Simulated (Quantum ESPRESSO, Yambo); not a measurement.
Planning a run of Yambo 5.3.0 on Diamond (Fd-3m, 2 atoms a cell). The input:

```
HF_and_locXC
gw0
dyson
ppa
em1d
rim_cut
RandQpts= 1000000
RandGvec= 1 RL
EXXRLvcs= 74 Ry
VXCRLvcs= 296 Ry
Chimod= "HARTREE"
% BndsRnXp
 1 | 76 |
%
NGsBlkXp= 16 Ry
% LongDrXp
 1 | 1 | 1 |
%
% GbndRnge
 1 | 76 |
%
DysSolver= "n"
ExtendOut
PPAPntXp= 27.21138 eV
% QPkrange
 1 | 1 | 3 | 6 |
 18 | 18 | 3 | 6 |
%
```

```sh
OMP_NUM_THREADS=1 mpirun -n 4 yambo -F gw3.in -J gw3 -C gw3 > gw3.log
```

The stored states that it reads are on a 8×8×8 mesh. The structure is cubic, space group Fd-3m (No. 227). Conventional cell: a = 3.567 Å, b = 3.567 Å, c = 3.567 Å, α = 90.00°, β = 90.00°, γ = 90.00°. Nearest to C lie 4 C at 1.54 Å.

How long will it take on 4 MPI ranks of Arm Neoverse V1, shared host, and how much memory?

It took 85 s; on shared hardware allow 42 s to 2.8 min. Peak host memory was 1.2 GiB.

The screening grows as filled bands × empty bands × pairs of k points, times the square of the screening basis for the matrix.

[Paths, hosts, dates, memory and timing lines, banners, echoed tables and standing remarks are left out of the program output.]

[Logs are printed without paths, hosts, clocks, repeated set-up lines and the standing remarks that a program may print on its own settings, such as how far it seeks lower states.]

[Runs of the session that timed out or met a known fault of the program may be left out.]

[Hosts, paths, dates, database ids (printed as entryN), source tags and the programs' standing remarks are cut or masked in the printed files.]
